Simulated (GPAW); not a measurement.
# Core-hole calculation of the As K edge in AsP (R3m), part 3 of 3

What does one-electron theory with a core hole give for the As K edge of AsP (R3m)?

GPAW 26.7.0; X-ray absorption from dipole matrix elements to empty bands, plane-wave PAW LDA.

So far. Step 5 (Spectrum with XCH, As atom 1): Main maxima below 28 eV (height): 1.6 eV (2.26), 11.0 eV (0.88) and 24.0 eV (0.77).  Step 6 (Spectrum with FCH, As atom 1): Against the first run the r.m.s. difference is 6 %. The highest intensity below 24 eV goes from 1.6 eV (2.26) to 2.0 eV (2.32).

## Step 8: Spectrum with XCH, As atom 1

A smaller cell brings the holes closer; here they are 3.7 Å apart.

Changed against the first core-hole run: supercell atoms from 8 to 2; the field's mesh follows (5×5×5 to 9×9×9).

xas.py reads:

```python
import numpy as np
from ase import Atoms
from ase.parallel import parprint, paropen
from gpaw import GPAW, PW, FermiDirac, Mixer, MixerDif, setup_paths
from gpaw.test import gen
setup_paths.insert(0, '.')
gen('As', name='fch1s', xcname='LDA', corehole=(1, 0, 1), write_xml=True)
from gpaw.mpi import world
world.barrier()

atoms = Atoms('AsP',
    cell=[[-1.84263222, 3.19153262, 0],
     [1.84263222, 3.19153262, 0],
     [-1.84263222, -1.06384421, -3.32627463]],
    scaled_positions=[[0.772523, 0.454954, 0.682431],
     [0.227477, 0.545046, 0.317569]],
    pbc=True)
atoms.calc = calc = GPAW(legacy_gpaw=True, mode=PW(430), xc='LDA', setups={0: 'fch1s'},
    kpts={'size': (9, 9, 9), 'gamma': True}, occupations=FermiDirac(0.1),
    charge=-1, mixer=Mixer(0.1, 5, 50), maxiter=150,
    convergence={'density': 0.0001}, txt='scf.txt')
energy = atoms.get_potential_energy() + calc.get_reference_energy()
ef = calc.get_fermi_level()
out = dict(energy=energy, fermi=ef, forces=atoms.get_forces().tolist())
parprint(f'all-electron energy {energy:.4f} eV, Fermi level {ef:.4f} eV')
ev = np.array([[calc.get_eigenvalues(k, s) for k in range(len(calc.get_ibz_k_points()))] for s in range(calc.get_number_of_spins())])
out['homo'], out['lumo'], out['counts'] = ev[ev < ef].max(), ev[ev > ef].min(), sorted(set((ev < ef).sum((0, 2)).tolist()))
out['filled'] = (ev[:, 0] < ef).sum(1).tolist()

from ase.units import Ha
from gpaw.xas import dipole_matrix_elements
nb = int(calc.get_number_of_electrons() / 2) + 27
top = nb
nscf = calc.fixed_density(kpts={'size': (10, 10, 10), 'gamma': True},
    convergence={'eigenstates': 1.0}, txt='nscf.txt')
nscf.diagonalize_full_hamiltonian(nbands=nb)
cell = atoms.cell.array
ops = [cell.T @ U.T @ np.linalg.inv(cell.T) for U in nscf.wfs.kd.symmetry.op_scc]
E = np.arange(-6, 34, 0.1)
fwhm = np.interp(E, [4, 25], [2.14, 3.5])
Y, X, zero, highest = 0, 0, 1e9, 1e9
for spin in range(nscf.get_number_of_spins()):
    wfs = nscf.wfs
    A = dipole_matrix_elements(wfs.setups[0])
    eps = np.zeros((wfs.kd.nibzkpts, nb))
    d = np.zeros((3, A.shape[1], wfs.kd.nibzkpts, nb), complex)
    for kpt in wfs.kpt_u:
        if kpt.s == spin and 0 in kpt.P_ani:
            eps[kpt.k] = kpt.eps_n * Ha
            d[:, :, kpt.k] = (kpt.weight * wfs.nspins / 2) ** 0.5 * np.inner(A, kpt.P_ani[0])
    world.sum(eps)
    world.sum(d)
    T = np.einsum('amkn,bmkn->abkn', d, d.conj()).real
    T = sum(np.einsum('ai,ijkn,bj->abkn', R, T, R) for R in ops) / len(ops)
    empty = eps > ef
    zero, highest = min(zero, eps[empty].min()), min(highest, eps[:, top - 1].min())
    lines = [(eps, T, empty)] if spin == 0 else lines + [(eps, T, empty)]
for eps, T, empty in lines:
    f = np.einsum('aakn->akn', T).reshape(3, -1)
    x = eps.ravel() - zero
    w = np.interp(x, E, fwhm) / 2.35482
    g = np.exp(-0.5 * ((E[:, None] - x) / w) ** 2) / (w * (2 * np.pi) ** 0.5)
    Y = Y + (f * empty.ravel()) @ g.T
    X = X + (f * ~empty.ravel()) @ g.T
out.update(E=E.round(2).tolist(), xas=Y.tolist(), xes=X.tolist(), zero=zero, valid=highest - zero, nk=len(eps), nb=nb)
for i in range(0, len(E), 10):
    parprint(f'{E[i]:7.2f}', *(f'{v:10.3e}' for v in Y[:, i]))
import json
with paropen('out.json', 'w') as f:
    json.dump(out, f)
```

Command:

```sh
$ OMP_NUM_THREADS=1 mpirun -n 2 gpaw python xas.py
```

Numbers of over 12 decimals in the logs are rounded to 6 here.

The log of the run:

```text
Input parameters:
  charge: -1
  convergence: {density: 0.0001}
  kpts: {gamma: True,
         size: (9, 9, 9)}
  maxiter: 150
  mixer: {backend: pulay,
          beta: 0.1,
          method: separate,
          nmaxold: 5,
          weight: 50}
  mode: {ecut: 430.0,
         name: pw}
  occupations: {fixmagmom: False,
                name: fermi-dirac,
                width: 0.1}
  setups: {0: fch1s}

Initialize ...

[...]
warnings.warn('Using symmetrized grid: ({},{},{}).\n'.format(*N_c))
<dir> UserWarning: Initial realspace grid (18,18,20) inconsistent with symmetries.
  warnings.warn(
<dir> UserWarning: Using symmetrized grid: (20,20,20).

  warnings.warn('Using symmetrized grid: ({},{},{}).\n'.format(*N_c))
all-electron energy -58822.6861 eV, Fermi level 7.4975 eV
[...]
32.00  9.874e-08  9.874e-08  1.174e-07
  33.00  9.337e-08  9.337e-08  1.042e-07
[key lines of the parts left out:]
Converged after 17 iterations.
Dipole moment: (-0.422356, 0.436312, -0.171270) |e|*Ang
Free energy:    -20.424791
Fermi level: 7.49750
```

The job ended after 5.2 min (2 MPI ranks of Arm Neoverse N1, shared host; peak memory 0.33 GiB).

These settings depart from the first run's and aren't meant as converged.

Against the first run the r.m.s. difference is 7 %. The highest intensity below 24 eV goes from 1.6 eV (2.26) to 1.8 eV (2.16).

```tsv
E (eV)	first run	this run
-2.0	0.04	0.03
-0.5	0.72	0.61
1.0	2.07	1.94
2.5	2.03	2.06
4.0	1.31	1.52
5.5	0.95	0.96
7.0	0.54	0.49
8.5	0.55	0.55
10.0	0.80	0.74
11.5	0.87	0.86
13.0	0.81	0.80
14.5	0.80	0.80
16.0	0.83	0.86
17.5	0.79	0.77
19.0	0.71	0.70
20.5	0.71	0.72
22.0	0.74	0.76
23.5	0.76	0.77
25.0	0.75	0.75
26.5	0.70	0.71
28.0	0.69	0.69
```

## Step 9: With and without the hole

Both curves are counted from their own zero, so only the shift of weight within the empty states shows.

```tsv
E (eV)	no hole	XCH
-2.0	0.01	0.04
-1.0	0.13	0.35
0.0	0.67	1.20
1.0	1.47	2.07
2.0	1.82	2.22
3.0	1.78	1.77
4.0	1.57	1.31
5.0	1.39	1.08
6.0	1.25	0.79
7.0	0.95	0.54
8.0	0.65	0.51
9.0	0.57	0.62
10.0	0.65	0.80
11.0	0.75	0.88
12.0	0.81	0.85
13.0	0.80	0.81
14.0	0.76	0.80
15.0	0.76	0.81
16.0	0.81	0.83
17.0	0.85	0.82
18.0	0.82	0.76
19.0	0.74	0.71
20.0	0.68	0.71
21.0	0.67	0.72
22.0	0.68	0.74
23.0	0.70	0.76
24.0	0.71	0.77
25.0	0.72	0.75
26.0	0.70	0.72
27.0	0.67	0.69
28.0	0.64	0.69
29.0	0.65	0.74
```

With each curve scaled to its own mean, the area from −2 to 6 eV with the hole is 10.4 against 9.5, and the centre of weight from −1 to 20 eV moves by -0.4 eV (first and strongest maxima below 20 eV: 2.4 eV (1.83), 12.4 eV (0.81) and 17.2 eV (0.85) without the hole, 1.6 eV (2.26) and 11.0 eV (0.88) with it); the shape changes all the same, by 24 % r.m.s.

## Step 10: Outcome

| Property | Result |
| --- | --- |
| absorber and edge | As K, atom 1 of the ground-state input (counted from 1) |
| surroundings | 3 P at 2.45 Å and 3 P at 3.00 Å (distorted octahedral, site symmetry 3m) |
| highest intensity below 24 eV | 1.6 eV above the zero, height 2.26 |

In words: The As K edge of atom 1, with 3 P at 2.45 Å and 3 P at 3.00 Å (distorted octahedral, site symmetry 3m), has its highest intensity of the first 24 eV at 1.6 eV above the zero, 2.3 times the mean level of the first 20 eV (Gaussian full width 2.14 eV up to 4 eV, rising linearly to 3.5 eV at 25 eV). With each curve scaled to its own mean, the area from −2 to 6 eV with the hole is 10.4 against 9.5, and the centre of weight from −1 to 20 eV moves by -0.4 eV (first and strongest maxima below 20 eV: 2.4 eV (1.83), 12.4 eV (0.81) and 17.2 eV (0.85) without the hole, 1.6 eV (2.26) and 11.0 eV (0.88) with it); the shape changes all the same, by 24 % r.m.s. Changing the core hole to FCH alters the shape by 6 % r.m.s., so the result is insensitive to this choice. A cell with holes 3.7 Å apart changes the curve by 7 % r.m.s. (5 % after the best shift). At the As K edge of atom 1 polarisation matters most near 2.6 eV, where the curves differ by 0.6 on this scale. The script folds with a Gaussian, whereas the core hole's own line is a Lorentzian, so the onset is too steep and the first peak too high. The unit cell's mesh shows no gap over 0.35 eV. That is right for a metallic compound; for a small-gap or correlated insulator it would be the fault of the functional or of the assumed magnetic order, and the hole would be screened too well. The holes are only 5.4 Å apart, so the shape is probably not converged with cell size; no larger cell was run here. The structure is a computed Materials Project entry and may be a hypothetical form.

[Banner, clock and machine lines of the logs are left out without a mark of their own.]

[Logs are printed without paths, hosts, clocks, repeated set-up lines and the standing remarks that a program may print on its own settings, such as how far it seeks lower states.]

[Hosts, paths, dates, database ids (printed as entryN), source tags and the programs' standing remarks are cut or masked in the printed files.]

[Lists of maxima count a maximum above −3 eV only where it reaches 4 % of the highest in the window and stands out from its surroundings by 2 % of it (1.5 % where it reaches 55 %); shoulders and weaker maxima are passed over, and of the rest the first, up to two pre-edge ones and the few strongest are named.]
